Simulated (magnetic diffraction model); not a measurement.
**Magnetic neutron pattern of BaErIr4**

Space group F-43m (no. 216), a = 7.9460 Å.

```
site  atom       x       y       z
 16e    Ir  0.8743  0.3743  0.8743
  4a    Er       0       0       0
  4d    Ba     1/4     1/4     3/4
```

The compound is invented for this exercise: a known structure type with other elements, its cell scaled to their sizes and not relaxed.

Only Er is taken to order (form factors of Er3+); orders and moment sizes are assumed, and not adapted to the symmetry. Radiation: neutrons of λ = 2.36 Å (absorption by Ir left out), 5° to 100°; isotropic B of 0.17 Å² (Ir), 0.21 Å² (Er) and 0.23 Å² (Ba). Simulated constant-wavelength pattern: nuclear and magnetic terms add, the magnetic one as |2.695 fm × Σ f S⊥ exp(2πi Q·r) exp(−B s²)|², summed over all Q at one angle with the factor 1/(sin²θ cos θ). For collinear order S is the moment m, which repeats by lattice and centring translations R with the sign exp(−2πi k·R). Free-ion form factors, Sears's scattering lengths of 1992, no absorption; a label names one of the reflections at its angle. The strongest nuclear line in the range is 100, and lines under 0.2 are left out.

Assume the order k = (0 0 0), collinear moments along [100], 6.97 μB on Er.

Predict the pattern, nuclear and magnetic parts apart.

| 2θ (°) | index | nuclear | magnetic |
| --- | --- | --- | --- |
| 29.81 | (1 1 1) | 18.3 | 26.0 |
| 34.56 | (2 0 0) | 0.4 | 14.3 |
| 49.67 | (2 2 0) | 11.9 | 13.4 |
| 59.01 | (3 1 1) | 100.0 | 18.6 |
| 61.92 | (2 2 2) | 60.7 | 5.6 |
| 72.88 | (4 0 0) | 17.6 | 3.0 |
| 80.68 | (3 3 1) | 10.6 | 9.8 |
| 83.23 | (4 2 0) | 0.7 | 9.2 |
| 93.36 | (4 2 2) | 10.2 | 7.5 |

The strongest magnetic line in the range is (1 1 1) at 29.81° (26.0). On top of the Lorentz factor, which all lines share, magnetic lines fade with angle because f falls: for Er3+ it is 0.96, 0.86, 0.73 and 0.47 at sin θ/λ = 0.1, 0.2, 0.3 and 0.5 Å⁻¹, while nuclear lengths stay constant. The net moment is 6.97 μB a primitive cell.

[Logs are printed without paths, hosts, clocks, repeated set-up lines and the standing remarks that a program may print on its own settings, such as how far it seeks lower states.]
